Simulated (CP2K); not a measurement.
The N K edge of acetonitrile was computed by TDDFT (CP2K XAS_TDP, aug-cc-pVTZ, TDA) at these levels: BHandHLYP, PBEh(45%) and PBEh(45%) + GW2X. The first three lines of N3 (bonded to C) with a strength over 0.0015, energy in eV and strength:

```tsv
run	first	second	third
1	395.30 (0.113)	399.56 (0.003)	400.73 (0.002)
2	397.41 (0.121)	401.88 (0.003)	403.06 (0.002)
3	399.07 (0.112)	403.34 (0.003)	404.51 (0.002)
```

Question: Which run is which?

Run 1: PBEh(45%) (45 % exact exchange). Run 2: BHandHLYP (50 % exact exchange). Run 3: PBEh(45%) + GW2X (45 % exact exchange). Self-interaction lifts the core level, so the uncorrected lines rise with the share of exact exchange. The GW2X run keeps the spacings of its parent: 4.27 eV between the first two lines in run 3, 4.26 eV in run 1. Its shift is +3.77 eV, since the Kohn–Sham level at this share of exchange lies that far above the quasiparticle level.

[Banner, clock and machine lines of the logs are left out without a mark of their own.]

[Logs are printed without paths, hosts, clocks, repeated set-up lines and the standing remarks that a program may print on its own settings, such as how far it seeks lower states.]

[Hosts, paths, dates, database ids (printed as entryN), source tags and the programs' standing remarks are cut or masked in the printed files.]
